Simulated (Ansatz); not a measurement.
# Resistivity from frozen vibrations: W(100) with 4 thermally displaced layers, 2x2, part 2 of 2

Aim: the resistivity of W at 300 K from frozen thermal displacements between perfect leads.

Ansatz 0.2.0; Ansatz plane-wave DFT, PBE, PAW files; ballistic transport by layer matching (Landauer), zero bias; PAW set soft_1.

So far, open channels per spin nearest the Fermi level: step 2 (with 4 displaced layers) 5.66.

## Step 4: With 12 displaced layers

Each atom of 12 layers is moved at random, by amounts drawn from a normal law 0.0394 Å wide in each direction from the Debye model (400 K) at 300 K. A fresh draw is used; the growth of the resistance with length is what counts.

System of this step: W(100) with 12 thermally displaced layers, 2x2. The cell holds 88 atoms: 88 W. Cell: a = 6.330 Å, b = 6.330 Å, c = 34.813 Å, α = 90.0°, β = 90.0°, γ = 90.0°. It derives from W. Regions: lead, 40 atoms (40 W); scattering region, 48 atoms (48 W). The structure is stacked along c, and the current runs across the ab planes.

Input file input.yaml:

```yaml
crystal:
  lattice:
    - [6.3296, 0.0, 0.0]
    - [0.0, 6.3296, 0.0]
    - [0.0, 0.0, 34.8128]
  atoms:
    - { symbol: W, position: [0.0, 0.0, 0.0227272727] }
    - { symbol: W, position: [0.0, 0.5, 0.0227272727] }
    - { symbol: W, position: [0.5, 0.0, 0.0227272727] }
    - { symbol: W, position: [0.5, 0.5, 0.0227272727] }
    - { symbol: W, position: [0.25, 0.25, 0.0681818182] }
    - { symbol: W, position: [0.25, 0.75, 0.0681818182] }
    - { symbol: W, position: [0.75, 0.25, 0.0681818182] }
    - { symbol: W, position: [0.75, 0.75, 0.0681818182] }
    - { symbol: W, position: [0.0, 0.0, 0.1136363636] }
    - { symbol: W, position: [0.0, 0.5, 0.1136363636] }
    - { symbol: W, position: [0.5, 0.0, 0.1136363636] }
    - { symbol: W, position: [0.5, 0.5, 0.1136363636] }
    - { symbol: W, position: [0.25, 0.25, 0.1590909091] }
    - { symbol: W, position: [0.25, 0.75, 0.1590909091] }
    - { symbol: W, position: [0.75, 0.25, 0.1590909091] }
    - { symbol: W, position: [0.75, 0.75, 0.1590909091] }
    - { symbol: W, position: [0.0, 0.0, 0.2045454545] }
    - { symbol: W, position: [0.0, 0.5, 0.2045454545] }
    - { symbol: W, position: [0.5, 0.0, 0.2045454545] }
    - { symbol: W, position: [0.5, 0.5, 0.2045454545] }
    - { symbol: W, position: [0.2465880349, 0.2494230595, 0.250285124] }
    - { symbol: W, position: [0.2478878489, 0.7380105658, 0.2499180897] }
    - { symbol: W, position: [0.7514044771, 0.2567590396, 0.2506548293] }
    - { symbol: W, position: [0.745988981, 0.7454890322, 0.2522783879] }
    - { symbol: W, position: [0.0047157778, 0.0114145255, 0.2978676095] }
    - { symbol: W, position: [0.9949012592, 0.5024012071, 0.2959737355] }
    - { symbol: W, position: [0.5034878067, 0.0033774284, 0.2956835116] }
    - { symbol: W, position: [0.5010852678, 0.4906356061, 0.2952671146] }
    - { symbol: W, position: [0.2453404288, 0.2507858444, 0.3403792724] }
    - { symbol: W, position: [0.2538549565, 0.7551049237, 0.3412588978] }
    - { symbol: W, position: [0.7519705312, 0.2505792941, 0.3404016511] }
    - { symbol: W, position: [0.748974739, 0.7469108651, 0.3413487538] }
    - { symbol: W, position: [8.79624e-05, 0.0036229218, 0.3848580261] }
    - { symbol: W, position: [0.0055331194, 0.4952464637, 0.3855315555] }
    - { symbol: W, position: [0.4987694283, 0.9964886819, 0.3866935364] }
    - { symbol: W, position: [0.4964214939, 0.4933344363, 0.3854051815] }
    - { symbol: W, position: [0.2581769911, 0.2502758419, 0.4304951488] }
    - { symbol: W, position: [0.2500522125, 0.7403024987, 0.4338460998] }
    - { symbol: W, position: [0.7404986259, 0.2529838463, 0.4324342127] }
    - { symbol: W, position: [0.7409627658, 0.751871486, 0.4329481667] }
    - { symbol: W, position: [0.0029141826, 0.0016267949, 0.4783482336] }
    - { symbol: W, position: [0.0010028444, 0.5020967847, 0.4771291391] }
    - { symbol: W, position: [0.5039377557, 0.9941327838, 0.478169945] }
    - { symbol: W, position: [0.496850687, 0.4932024571, 0.4776866235] }
    - { symbol: W, position: [0.2605514165, 0.2559936998, 0.5221429438] }
    - { symbol: W, position: [0.2543506862, 0.7471691226, 0.5225867352] }
    - { symbol: W, position: [0.7505579901, 0.2355578402, 0.5229444086] }
    - { symbol: W, position: [0.7435829175, 0.7456534339, 0.5210565091] }
    - { symbol: W, position: [0.9905479873, 0.994121065, 0.5691173763] }
    - { symbol: W, position: [0.0103836726, 0.4998429081, 0.5694190241] }
    - { symbol: W, position: [0.4983547295, 0.9880835492, 0.5683517021] }
    - { symbol: W, position: [0.5027775215, 0.4973286293, 0.5685242955] }
    - { symbol: W, position: [0.2535684808, 0.2446187761, 0.6119628308] }
    - { symbol: W, position: [0.2486210241, 0.7486845563, 0.6132367294] }
    - { symbol: W, position: [0.7561530568, 0.2607548045, 0.6131642236] }
    - { symbol: W, position: [0.7543558407, 0.7558643926, 0.614444505] }
    - { symbol: W, position: [0.0065285022, 0.9975740206, 0.6599292498] }
    - { symbol: W, position: [0.0126176686, 0.5050088793, 0.6583884521] }
    - { symbol: W, position: [0.5037875936, 0.0078678381, 0.6595090405] }
    - { symbol: W, position: [0.4964885815, 0.5096173145, 0.6576746863] }
    - { symbol: W, position: [0.2531376177, 0.2498991851, 0.7031928051] }
    - { symbol: W, position: [0.2576002713, 0.752168224, 0.7032232512] }
    - { symbol: W, position: [0.7537502972, 0.2473100322, 0.7023892347] }
    - { symbol: W, position: [0.7457063699, 0.7516425955, 0.7052658263] }
    - { symbol: W, position: [0.0010318902, 0.0002814928, 0.7505325877] }
    - { symbol: W, position: [0.9986850826, 0.5073354189, 0.7501684391] }
    - { symbol: W, position: [0.5018318784, 0.0033705524, 0.7488020274] }
    - { symbol: W, position: [0.4955797137, 0.5095269335, 0.7503799683] }
    - { symbol: W, position: [0.25, 0.25, 0.7954545455] }
    - { symbol: W, position: [0.25, 0.75, 0.7954545455] }
    - { symbol: W, position: [0.75, 0.25, 0.7954545455] }
    - { symbol: W, position: [0.75, 0.75, 0.7954545455] }
    - { symbol: W, position: [0.0, 0.0, 0.8409090909] }
    - { symbol: W, position: [0.0, 0.5, 0.8409090909] }
    - { symbol: W, position: [0.5, 0.0, 0.8409090909] }
    - { symbol: W, position: [0.5, 0.5, 0.8409090909] }
    - { symbol: W, position: [0.25, 0.25, 0.8863636364] }
    - { symbol: W, position: [0.25, 0.75, 0.8863636364] }
    - { symbol: W, position: [0.75, 0.25, 0.8863636364] }
    - { symbol: W, position: [0.75, 0.75, 0.8863636364] }
    - { symbol: W, position: [0.0, 0.0, 0.9318181818] }
    - { symbol: W, position: [0.0, 0.5, 0.9318181818] }
    - { symbol: W, position: [0.5, 0.0, 0.9318181818] }
    - { symbol: W, position: [0.5, 0.5, 0.9318181818] }
    - { symbol: W, position: [0.25, 0.25, 0.9772727273] }
    - { symbol: W, position: [0.25, 0.75, 0.9772727273] }
    - { symbol: W, position: [0.75, 0.25, 0.9772727273] }
    - { symbol: W, position: [0.75, 0.75, 0.9772727273] }
kpoints:
  mp_grid: { grid: [4, 4, 1] }
hamiltonian:
  xc: pbe
  pseudopotentials: { kind: paw, azcp: { folder: soft_1 } }
scf:
  occupations: { method: fermi_dirac, width: 0.1 }
output:
  transmission: { leads: [[0, 4]], kmesh: [8, 8], e_range: [-0.05, 0.05], de: 0.05 }
  write_potential: true
  write_density: true
  volumetric_format: npy
```

On the command line:

```sh
ansatz run input.yaml --threads 4 --pin off --max-ram 15360MiB --backend cpu --events-out ev --progress --plain --runs-dir out
```

Numbers of over 12 decimals in the logs are rounded to 6 here.

Output:

```text
[...]
Crystal: 88 atoms, lattice volume = 1394.734 Å³
Basis set: ecut = 420 eV, 27305 PW (Γ)
Bands: 740, of which v1, the nominal top of the filled ones, is band 616 counted from 1 (615 counted from 0)
Symmetry: 1 space group operations
[...]
k-points: 10 of 16 (time reversal used)
[...]
SCF iter   1: F=—  HF=-913976.377855 eV  |F-HF|=—  |Δ(HF+E_count)|=         —  Δρ=6.29e-2  dr2=4.93e1  ethr=3.10e-3  ⟨swp⟩=5.0  Hψ=27010  notcnv=0
[...]
SCF iter   8: F=-913959.570459 eV  HF=-913959.570459 eV  |F-HF|=2.79e-8  |Δ(HF+E_count)|=  5.82e-10  Δρ=6.63e-7  dr2=3.16e-8  ethr=8.12e-12  ⟨swp⟩=6.6  Hψ=16063  notcnv=0
SCF 1 converged in 8 iterations: F = -913959.570459 eV  dr2 = 3.16e-8
[...]
transmission: 184 of 1836 steps passed
transmission: 368 of 1836 steps passed
[...]
transmission: 1836 of 1836 steps passed
SCF converged after 8 iterations
Free energy (F): -913959.570459 eV
[...]
Internal energy: -913958.086810 eV  (E = F + TS)
E sigma→0 (E₀):  -913958.828635 eV
Entropy (-TS):   -1.483648 eV (-16.860 meV/atom)
Fermi energy:    22.424183 eV
[...]
--- Band table (eV; the first three rows and the last of 10) ---
  k-point 0: bands = [... 612 lower, 22.2292, 22.2412, 22.2484, 22.2588, 22.2686, 22.3286, 22.4352, 22.5015, ... 120 higher]
  k-point 1: bands = [... 612 lower, 22.3586, 22.3655, 22.3768, 22.3783, 22.3938, 22.4095, 22.4417, 22.4534, ... 120 higher]
  k-point 2: bands = [... 612 lower, 22.4298, 22.4458, 22.4706, 22.4843, 22.5091, 22.5255, 22.5457, 22.5521, ... 120 higher]
  k-point 9: bands = [... 612 lower, 21.7040, 21.7245, 21.7604, 21.7802, 22.4916, 22.5245, 22.5565, 22.5675, ... 120 higher]
--- Transmission ---
  basis      : 349 plane waves across, 54 finite elements along
  points     : 34, standing for a mesh of 8 x 8
[...]
channels       : 5.281250e0 a spin
[...]
slowest decay  : 0.0386 /Å at (0.5000, 0.5000)
  junction   : crystal 0 to crystal 0, 0.70 to 33.93 Å
    transmission   : 4.273642e0 a spin
[...]
```

Elapsed: 12 min, on 4 threads of Intel Xeon Platinum 8559C (Emerald Rapids), shared host; peak memory 8.3 GiB; 45 min of CPU time.

Numbers from this step:

* free energy: -913959.5705 eV
* energy at zero smearing: -913958.8286 eV
* transmission per spin nearest the Fermi level: 4.274
* step of the lead's potential: 4.5 meV

Per spin. Transmission, zone mean against energy, zero at the Fermi level:

```csv
energy (eV),"transmission, zone mean"
-0.0500,4.08
0.0000,4.27
0.0500,4.57
```

Over the solved energies the transmission per spin lies between 4.08 and 4.57, out of 5.20 channels of the lead on average (up to 5.66).

## Step 5: Resistance against length

This step: Ansatz plane-wave DFT, PBE, PAW files; ballistic transport by layer matching (Landauer), zero bias; resistivity from the slope of the area resistance; PAW set soft_1 (Ansatz 0.2.0).

This step gave:

```yaml
resistivity: 11.78 µΩ cm
intercept: -0.007699 fΩ m²
scatter_about_the_fit: 0.01474 fΩ m²
```

Resistance, by row:

```csv
run,length (Å),T,channels N,RA (fΩ m²)
n4,6.33,5.179,5.49,0.05645
n8,12.66,4.469,5.198,0.1623
n12,18.99,4.308,5.198,0.2056
```

Table of area resistance by length of the displaced region:

```csv
length of the displaced region (Å),area resistance (fΩ m²)
6.33,0.0565
12.66,0.162
18.99,0.206
```

The area resistance goes from 0.056 to 0.21 fΩ m² between 6.3 and 19.0 Å, a slope of 12 µΩ cm.

By hand from the end points: (0.2056 − 0.05645) fΩ m² / (18.99 − 6.33) Å = 12 µΩ cm, since 1 fΩ m² per Å is 1000 µΩ cm.

## Step 6: Outcome

- resistivity from the slope: 11.8 µΩ cm
- area resistance over 6.33 Å: 0.0565 fΩ m²
- area resistance over 12.7 Å: 0.162 fΩ m²
- area resistance over 19.0 Å: 0.206 fΩ m²

**Reading.** The slope gives 12 µΩ cm. The points scatter by 0.015 fΩ m² about the line, with one random draw a length in a 2x2 cell, so the slope is a rough value. The mean square of the displacements drawn is 0.75, 0.94 and 0.81 of the nominal one at the three lengths; with each resistance scaled back by that, the slope is 14 µΩ cm, the value used below. The lead's own channel count moves between the runs (5.49, 5.20 and 5.20), which shifts RA and the slope too. Read with a model of isotropic scattering on a spherical Fermi surface and the lead's 1.1×10¹⁵ S/m², this slope means a mean free path near 56 Å; over these lengths the model's slope is 1.11 times its bulk resistivity, which would be 13 µΩ cm. Uncorrelated displacements put too much weight on short waves, which scatter strongly; with the sideways repeat of a small cell, one draw and three short lengths, the method is good to a factor of two or three. The measured value is 5.44 µΩ cm (CRC Handbook of Chemistry and Physics, 84th ed., 2003, Electrical Resistivity of Pure Metals); the scaled slope is 2.6 times that and the corrected value 2.3: clearly high. Spin-orbit coupling is left out, which matters for W.

[Logs are printed without paths, hosts, clocks, repeated set-up lines and the standing remarks that a program may print on its own settings, such as how far it seeks lower states.]

[Hosts, paths, dates, database ids (printed as entryN), source tags and the programs' standing remarks are cut or masked in the printed files.]
